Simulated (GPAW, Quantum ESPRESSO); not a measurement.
# C K-edge XANES of HfC (Fm-3m), part 4 of 4

Aim: the C K edge of HfC (Fm-3m) by two routes, a Lanczos recursion (XSpectra) and a sum over empty bands (GPAW), to see which features are robust.

Quantum ESPRESSO 7.5 and GPAW 26.7.0; core-hole supercells, plane-wave PAW PBE.

So far. Step 10 (Ground state of the crystal (GPAW)): The mesh shows no gap, so the system is treated as a metal and the core electron is put at the Fermi level (neutral cell). Step 11 (Spectrum without a core hole, C atom 2 (GPAW)): Main maxima below 24 eV (height): 1.9 eV (0.62), 3.1 eV (0.88), 5.5 eV (1.26) and 12.7 eV (2.04). 

The database entry behind the starting cell differs from later determinations by our own check (about 0.2 % long), so it need not match the best structure at ambient conditions.

## (13) Spectrum with XCH, C atom 2 (GPAW)

Level of this step: X-ray absorption from dipole matrix elements to empty bands, plane-wave PAW PBE (GPAW).

The holes are 5.7 Å apart. The excited electron is kept in the cell, where it fills the lowest empty states and screens the hole. After the field has converged, empty bands are computed with the density fixed and the dipole matrix elements are summed.

Input file xas.py:

```python
import numpy as np
from ase import Atoms
from ase.parallel import parprint, paropen
from gpaw import GPAW, PW, FermiDirac, Mixer, MixerDif, setup_paths
from gpaw.test import gen
setup_paths.insert(0, '.')
gen('C', name='fch1s', xcname='PBE', corehole=(1, 0, 1), write_xml=True)
from gpaw.mpi import world
world.barrier()

atoms = Atoms('Hf6C6',
    cell=[[2.325, 4.65, 2.325],
     [4.65, -2.325, -2.325],
     [-2.325, 4.65, -2.325]],
    scaled_positions=[[0.75, 0, 0.75],
     [0.25, 0.33333333, 0.91666667],
     [0.75, 0.66666667, 0.08333333],
     [0.75, 0.33333333, 0.41666667],
     [0.25, 0.66666667, 0.58333333],
     [0.25, 0, 0.25],
     [0, 0, 0],
     [0.5, 0.33333333, 0.16666667],
     [0, 0.66666667, 0.33333333],
     [0, 0.33333333, 0.66666667],
     [0.5, 0.66666667, 0.83333333],
     [0.5, 0, 0.5]],
    pbc=True)
atoms.calc = calc = GPAW(legacy_gpaw=True, mode=PW(500, force_complex_dtype=True), xc='PBE', setups={6: 'fch1s'},
    kpts={'size': (4, 4, 4), 'gamma': True}, occupations=FermiDirac(0.1),
    charge=-1, mixer=Mixer(0.1, 5, 50), maxiter=150,
    convergence={'density': 0.0001, 'eigenstates': 1e-6}, txt='scf.txt')
energy = atoms.get_potential_energy() + calc.get_reference_energy()
ef = calc.get_fermi_level()
out = dict(energy=energy, fermi=ef, forces=atoms.get_forces().tolist())
parprint(f'all-electron energy {energy:.4f} eV, Fermi level {ef:.4f} eV')
ev = np.array([[calc.get_eigenvalues(k, s) for k in range(len(calc.get_ibz_k_points()))] for s in range(calc.get_number_of_spins())])
out['homo'], out['lumo'], out['counts'] = ev[ev < ef].max(), ev[ev > ef].min(), sorted(set((ev < ef).sum((0, 2)).tolist()))
out['filled'] = (ev[:, 0] < ef).sum(1).tolist()

from ase.units import Ha
from gpaw.xas import dipole_matrix_elements
nb = int(calc.get_number_of_electrons() / 2) + 123
top, nb = nb, nb + 8 + nb // 12
nscf = calc.fixed_density(kpts={'size': (5, 5, 5), 'gamma': True}, nbands=nb,
    convergence={'bands': top, 'eigenstates': 5e-3}, maxiter=60, txt='nscf.txt')
cell = atoms.cell.array
ops = [cell.T @ U.T @ np.linalg.inv(cell.T) for U in nscf.wfs.kd.symmetry.op_scc]
E = np.arange(-6, 34, 0.1)
fwhm = np.interp(E, [4, 25], [0.9, 3.5])
Y, X, zero, highest = 0, 0, 1e9, 1e9
for spin in range(nscf.get_number_of_spins()):
    wfs = nscf.wfs
    mine = wfs.bd.get_slice()  # this rank's bands
    A = dipole_matrix_elements(wfs.setups[6])
    eps = np.zeros((wfs.kd.nibzkpts, nb))
    d = np.zeros((3, A.shape[1], wfs.kd.nibzkpts, nb), complex)
    for kpt in wfs.kpt_u:
        if kpt.s == spin and 6 in kpt.P_ani:
            eps[kpt.k, mine] = kpt.eps_n * Ha
            d[:, :, kpt.k, mine] = (kpt.weight * wfs.nspins / 2) ** 0.5 * np.inner(A, kpt.P_ani[6])
    world.sum(eps)
    world.sum(d)
    T = np.einsum('amkn,bmkn->abkn', d, d.conj()).real
    T = sum(np.einsum('ai,ijkn,bj->abkn', R, T, R) for R in ops) / len(ops)
    empty = eps > ef
    zero, highest = min(zero, eps[empty].min()), min(highest, eps[:, top - 1].min())
    lines = [(eps, T, empty)] if spin == 0 else lines + [(eps, T, empty)]
for eps, T, empty in lines:
    f = np.einsum('aakn->akn', T).reshape(3, -1)
    x = eps.ravel() - zero
    w = np.interp(x, E, fwhm) / 2.35482
    g = np.exp(-0.5 * ((E[:, None] - x) / w) ** 2) / (w * (2 * np.pi) ** 0.5)
    Y = Y + (f * empty.ravel()) @ g.T
    X = X + (f * ~empty.ravel()) @ g.T
out.update(E=E.round(2).tolist(), xas=Y.tolist(), xes=X.tolist(), zero=zero, valid=highest - zero, nk=len(eps), nb=nb)
for i in range(0, len(E), 10):
    parprint(f'{E[i]:7.2f}', *(f'{v:10.3e}' for v in Y[:, i]))
import json
with paropen('out.json', 'w') as f:
    json.dump(out, f)
```

On the command line:

```
$ OMP_NUM_THREADS=1 mpirun -n 4 gpaw python xas.py
```

Numbers of over 12 decimals in the logs are rounded to 6 here.

The program printed:

```text
Input parameters:
  charge: -1
  convergence: {density: 0.0001,
                eigenstates: 1e-06}
  kpts: {gamma: True,
         size: (4, 4, 4)}
  maxiter: 150
  mixer: {backend: pulay,
          beta: 0.1,
          method: separate,
          nmaxold: 5,
          weight: 50}
  mode: {ecut: 500.0,
         force_complex_dtype: True,
         name: pw}
  occupations: {fixmagmom: False,
                name: fermi-dirac,
                width: 0.1}
  setups: {6: fch1s}
  xc: PBE

Initialize ...

[... PAW data sets ...]

Reference energy: -2465178.088463  # eV

Spin-paired calculation

[... convergence settings ...]
Symmetries present (total): 4
  [... symmetry matrices ...]

64 k-points: 4 x 4 x 4 Monkhorst-Pack grid + [1/8,1/8,1/8]
24 k-points in the irreducible part of the Brillouin zone
       k-points in crystal coordinates                weights
   0:     0.00000000    0.00000000    0.00000000          1/64
   1:     0.00000000    0.25000000   -0.25000000          4/64
   2:     0.00000000    0.25000000    0.00000000          2/64
   3:     0.00000000    0.25000000    0.50000000          2/64
   4:     0.00000000    0.50000000    0.00000000          1/64
   5:     0.00000000    0.50000000    0.25000000          4/64
   6:     0.00000000    0.50000000    0.50000000          2/64
   7:     0.25000000   -0.25000000    0.50000000          2/64
   8:     0.25000000    0.00000000    0.00000000          2/64
   9:     0.25000000    0.00000000    0.25000000          4/64
          ...
  23:     0.50000000    0.50000000    0.50000000          2/64

Wave functions: Plane wave expansion
  Cutoff energy: 500.000 eV
  Number of coefficients (min, max): 3806, 3842
  Pulay-stress correction: 0.000000 eV/Ang^3 (de/decut=0.000000)
  Using FFTW library
  Wavefunction extrapolation:
    Improved wavefunction reuse through dual PAW basis

Occupation numbers: Fermi-Dirac:
  width: 0.1000  # eV

Eigensolver
   Davidson(niter=2)

Densities:
  Coarse grid: 30*30*30 grid
  Fine grid: 60*60*60 grid
  Total Charge: 0.000000

Density mixing:
  Method: separate
  Backend: pulay
  Linear mixing parameter: 0.1
  old densities: 5
  Width of damping distribution: 1.1
  Damping of long wavelength oscillations: 50

[... Hamiltonian set-up ...]
Number of atoms: 12
Number of atomic orbitals: 102
Number of bands in calculation: 63
Number of valence electrons: 97
Bands to converge: occupied

... initialized

Initializing position-dependent things.

Density initialized from atomic densities
Creating initial wave functions:
  63 bands from LCAO basis set

            Hf
          C     Hf

         Hf   C     Hf
       C  Hf    C

         C    Hf
             C

Atomic positions and initial magnetic moments

Positions:
   0 Hf     0.000000    6.975000    0.000000    ( 0.0000,  0.0000,  0.0000)
   1 Hf    -0.000000    4.650000   -2.325000    ( 0.0000,  0.0000,  0.0000)
   2 Hf     4.650000    2.325000   -0.000000    ( 0.0000,  0.0000,  0.0000)
   3 Hf     2.325000    4.650000   -0.000000    ( 0.0000,  0.0000,  0.0000)
   4 Hf     2.325000    2.325000   -2.325000    ( 0.0000,  0.0000,  0.0000)
   5 Hf     0.000000    2.325000    0.000000    ( 0.0000,  0.0000,  0.0000)
   6 C      0.000000    0.000000    0.000000    ( 0.0000,  0.0000,  0.0000)
   7 C      2.325000    2.325000    0.000000    ( 0.0000,  0.0000,  0.0000)
   8 C      2.325000   -0.000000   -2.325000    ( 0.0000,  0.0000,  0.0000)
   9 C     -0.000000    2.325000   -2.325000    ( 0.0000,  0.0000,  0.0000)
  10 C      2.325000    4.650000   -2.325000    ( 0.0000,  0.0000,  0.0000)
  11 C      0.000000    4.650000    0.000000    ( 0.0000,  0.0000,  0.0000)

Unit cell:
           periodic     x           y           z      points  spacing
  1. axis:    yes    2.325000    4.650000    2.325000    30     0.1790
  2. axis:    yes    4.650000   -2.325000   -2.325000    30     0.1644
  3. axis:    yes   -2.325000    4.650000   -2.325000    30     0.1572

  Lengths:   5.695064   5.695064   5.695064
  Angles:  120.000000  70.528779  99.594068

Effective grid spacing dv^(1/3) = 0.1774

iter:   1  -147.537823
iter:   2  -137.325988   -0.66  -0.86
iter:   3  -127.645479   +0.12  -0.97
iter:   4  -127.893230   -1.08  -1.39
iter:   5  -128.334873   -1.67  -1.40
iter:   6  -128.389444   -0.60  -1.48
iter:   7  -128.004680   -1.96  -1.79
iter:   8  -127.925422   -2.61  -2.05
iter:   9  -127.925854   -1.59  -2.28
iter:  10  -127.905604c  -1.92  -2.15
iter:  11  -127.881326c  -3.54  -2.35
iter:  12  -127.875545c  -2.61  -2.58
iter:  13  -127.874915c  -4.05  -3.06
iter:  14  -127.874788c  -4.79  -3.32
iter:  15  -127.874776c  -5.44  -3.66
iter:  16  -127.874773c  -6.29c -3.85
iter:  17  -127.874773c  -6.81c -3.98
iter:  18  -127.874773c  -7.37c -4.22c

Converged after 18 iterations.

Dipole moment: (0.000000, -0.000000, -0.000000) |e|*Ang

Energy contributions relative to reference atoms: (reference = -2465178.088463)

Kinetic:       +126.971120
Potential:     -137.483533
External:        +0.000000
XC:            -115.095822
Entropy (-ST):   -0.049842
Local:           -2.241616
SIC:             +0.000000
--------------------------
Free energy:   -127.899694
Extrapolated:  -127.874773

Showing only first 2 kpts
 Kpt  Band  Eigenvalues  Occupancy
  0    46     11.65007    0.17888
  0    47     11.69077    0.12274
  0    48     12.36632    0.00015
  0    49     12.36651    0.00015

  1    46     10.34171    1.99996
  1    47     10.52093    1.99975
  1    48     12.43518    0.00008
[...]
Fermi level: 11.41802

No gap
No difference between direct/indirect transitions

Forces in eV/Ang:
  0 Hf   -0.07526   -0.21975   -0.07526
  1 Hf    0.18883    0.04494    0.04436
  2 Hf   -0.18883   -0.04494   -0.04436
  3 Hf   -0.04436   -0.04494   -0.18883
  4 Hf    0.04436    0.04494    0.18883
  5 Hf    0.07526    0.21975    0.07526
  6 C     0.00000    0.00000    0.00000
  7 C    -0.00222    0.00000    0.00222
  8 C    -0.05156    0.00000    0.05156
  9 C     0.05156    0.00000   -0.05156
 10 C     0.00222    0.00000   -0.00222
 11 C     0.00000    0.00000    0.00000
Scalar-relativistic atomic PBE calculation for C (Carbon, Z=6)
Core hole in 1s state (1s occupation: 1.0)
300 radial gridpoints.
|------------------------------------------------|
|------------------------------------------------|
[... the atom generator's iteration count ...]

Energy contributions:
-------------------------
Kinetic:      +26.485384
XC:            -3.485579
Potential:    -49.578981
-------------------------
Total:        -26.579177

state      eigenvalue         ekin         rmax
-----------------------------------------------
1s^1.0 :   -12.360196    17.354082        0.168
2s^2.0 :    -1.099219     2.380344        1.061
2p^2.0 :    -0.784094     2.185307        0.924
-----------------------------------------------
(units: Bohr and Hartree)

Generating PAW setup
Kinetic energy of the core from tauc = 17.362309
Cutoffs:
rc(s)=1.200
rc(p)=1.200
rc(d)=1.200
rc(vbar)=1.080
rc(comp)=1.200
rc(nct)=1.200

Kinetic energy of the core states: 17.354082
Charge: 1.0
Core electrons: 1.0
Valence electrons: 4.0
Pseudo-core charge: 0.009353
Shape function alpha=6.944
Pseudo-electron charge 3.959458
state    eigenvalue         norm
--------------------------------
2s(2) :    -1.099219     1.082315
*s    :    -0.099219
2p(2) :    -0.784094     0.892738
*p    :     0.215906
*d    :     0.000000
--------------------------------

Diagonalizing with gridspacing h=0.050

state   all-electron     PAW
-------------------------------
2s:      -1.099219    -1.100079
2p:      -0.784094    -0.785584
*d:                   -0.070724
*f:                   -0.014625
-------------------------------
all-electron energy -2465305.9632 eV, Fermi level 11.4180 eV
[...]
31.00  1.503e-04  1.456e-04  1.503e-04
  32.00  9.990e-05  9.682e-05  9.990e-05
  33.00  8.023e-05  7.967e-05  8.023e-05
```

Run time: 2.6 min. Hardware: 4 MPI ranks of Arm Neoverse V2, shared host; peak memory 0.52 GiB.

The C K spectrum, C atom 2, excited-electron core hole (neutral cell) (energy from the lowest empty level; intensity scaled to a mean of 1 over the first 20 eV):

```csv
E (eV),intensity
-2.0,0.00
-1.0,0.00
0.0,0.26
1.0,0.70
2.0,0.90
3.0,1.07
4.0,1.44
5.0,1.68
6.0,1.02
7.0,1.03
8.0,1.41
9.0,1.61
10.0,2.06
11.0,1.81
12.0,1.41
13.0,0.98
14.0,0.65
15.0,0.51
16.0,0.49
17.0,0.41
18.0,0.25
19.0,0.19
20.0,0.26
21.0,0.33
22.0,0.37
23.0,0.45
24.0,0.57
25.0,0.68
26.0,0.83
27.0,1.07
28.0,1.26
29.0,1.24
30.0,0.98
31.0,0.65
32.0,0.43
```

Main maxima below 24 eV (height): 4.8 eV (1.72) and 10.2 eV (2.08). 

The total-energy difference is 287.93 eV. With the free-atom term of -6.71 eV for this edge, the photon energy is 281.22 eV.

## (14) The two programs side by side

The line shapes differ (Lorentzian half width 0.4 eV up to 4 eV, rising linearly to 1.75 eV at 25 eV (not a setting of the program: the run's 0.4 eV curve was folded afterwards with a further Lorentzian above 4 eV), against Gaussian full width 0.9 eV up to 4 eV, rising linearly to 3.5 eV at 25 eV), so both get a further Gaussian of 1.5 eV full width before they are compared; the Lorentzian tails remain.

```csv
E (eV),XSpectra,GPAW
-2.00,0.08,0.00
-1.25,0.12,0.02
-0.50,0.25,0.14
0.25,0.46,0.40
1.00,0.67,0.66
1.75,0.84,0.83
2.50,1.00,0.99
3.25,1.17,1.18
4.00,1.37,1.42
4.75,1.47,1.52
5.50,1.37,1.33
6.25,1.22,1.10
7.00,1.22,1.11
7.75,1.32,1.30
8.50,1.45,1.51
9.25,1.60,1.74
10.00,1.72,1.92
10.75,1.67,1.86
11.50,1.47,1.60
12.25,1.23,1.30
13.00,0.99,1.00
13.75,0.80,0.75
14.50,0.66,0.59
15.25,0.58,0.51
16.00,0.52,0.48
16.75,0.46,0.42
17.50,0.39,0.33
18.25,0.35,0.24
19.00,0.36,0.21
19.75,0.39,0.24
20.50,0.41,0.29
21.25,0.44,0.34
22.00,0.48,0.38
22.75,0.54,0.44
23.50,0.61,0.51
24.25,0.68,0.59
25.00,0.76,0.68
25.75,0.86,0.80
26.50,0.93,0.95
27.25,0.96,1.11
28.00,0.92,1.22
28.75,0.82,1.22
29.50,0.71,1.09
30.25,0.61,0.89
31.00,0.53,0.67
31.75,0.48,0.50
```

```csv
,XSpectra,GPAW
k mesh of the spectrum,6×6×6,5×5×5
cutoff (eV),626,500
"highest intensity below 16 eV after the common broadening, eV (height)",10.2 (1.73),10.2 (1.93)
"zero, corrected photon energy (eV)",281.2,281.2
"core time, hole field and spectrum",28 min,11 min
```

## (15) What the core hole does

XSpectra's curves. Both curves are counted from their own zero, so only the shift of weight within the empty states shows.

```csv
E (eV),no hole,XCH
-2.0,0.05,0.05
-1.0,0.09,0.10
0.0,0.34,0.35
1.0,0.53,0.66
2.0,0.60,0.87
3.0,0.69,1.05
4.0,0.83,1.28
5.0,1.02,1.56
6.0,1.17,1.18
7.0,0.83,1.13
8.0,0.98,1.41
9.0,1.05,1.45
10.0,1.19,2.14
11.0,1.85,1.73
12.0,1.84,1.47
13.0,2.11,1.01
14.0,1.54,0.70
15.0,0.96,0.49
16.0,0.77,0.61
17.0,0.87,0.42
18.0,0.38,0.17
19.0,0.20,0.22
20.0,0.38,0.44
21.0,0.49,0.35
22.0,0.30,0.29
23.0,0.30,0.60
24.0,0.74,0.72
25.0,0.47,0.67
26.0,0.69,1.28
27.0,1.04,1.49
28.0,1.62,1.34
29.0,1.77,0.94
30.0,1.23,0.50
31.0,0.74,0.45
32.0,0.62,0.40
```

With each curve scaled to its own mean, the area from −2 to 6 eV with the hole is 6.5 against 4.7, and the centre of weight from −1 to 20 eV moves by -1.4 eV: the hole pulls the absorber's empty states down.

## (16) Results

```
absorber and edge                                     : C K, atom 2 of the ground-state input (counted from 1)
surroundings                                          : 6 Hf at 2.32 Å (octahedral, site symmetry m-3m)
highest intensity below 16 eV (XSpectra, narrow line) : 10.3 eV above the zero, height 2.30
photon energy of the zero, with the added terms       : 281.2 eV (raw 287.9 eV; uncertain by a few eV)
```

The two programs agree closely: 8 % r.m.s. remains over the first 14 eV after a relative shift of 0.0 eV, and their photon-energy zeros differ by 0.0 eV. In XSpectra the C K edge of atom 2, with 6 Hf at 2.32 Å (octahedral, site symmetry m-3m), has its highest intensity of the first 16 eV at 10.3 eV above the zero, near 291 eV in photon energy (uncertain by a few eV), 2.3 times the mean level of the first 20 eV (Lorentzian half width 0.4 eV). In XSpectra: With each curve scaled to its own mean, the area from −2 to 6 eV with the hole is 6.5 against 4.7, and the centre of weight from −1 to 20 eV moves by -1.4 eV: the hole pulls the absorber's empty states down. In GPAW: With each curve scaled to its own mean, the area from −2 to 6 eV with the hole is 6.6 against 4.8, and the centre of weight from −1 to 20 eV moves by -1.5 eV: the hole pulls the absorber's empty states down. 3 further runs of this session are left out of this account as redundant. The holes are only 5.7 Å apart, so the shape is probably not converged with cell size; no larger cell was run here. The structure is a published determination, not relaxed.

[Banner, clock and machine lines of the logs are left out without a mark of their own.]

[Logs are printed without paths, hosts, clocks, repeated set-up lines and the standing remarks that a program may print on its own settings, such as how far it seeks lower states.]

[Hosts, paths, dates, database ids (printed as entryN), source tags and the programs' standing remarks are cut or masked in the printed files.]

[Lists of maxima count a maximum above −3 eV only where it reaches 4 % of the highest in the window and stands out from its surroundings by 2 % of it (1.5 % where it reaches 55 %); shoulders and weaker maxima are passed over, and of the rest the first, up to two pre-edge ones and the few strongest are named.]
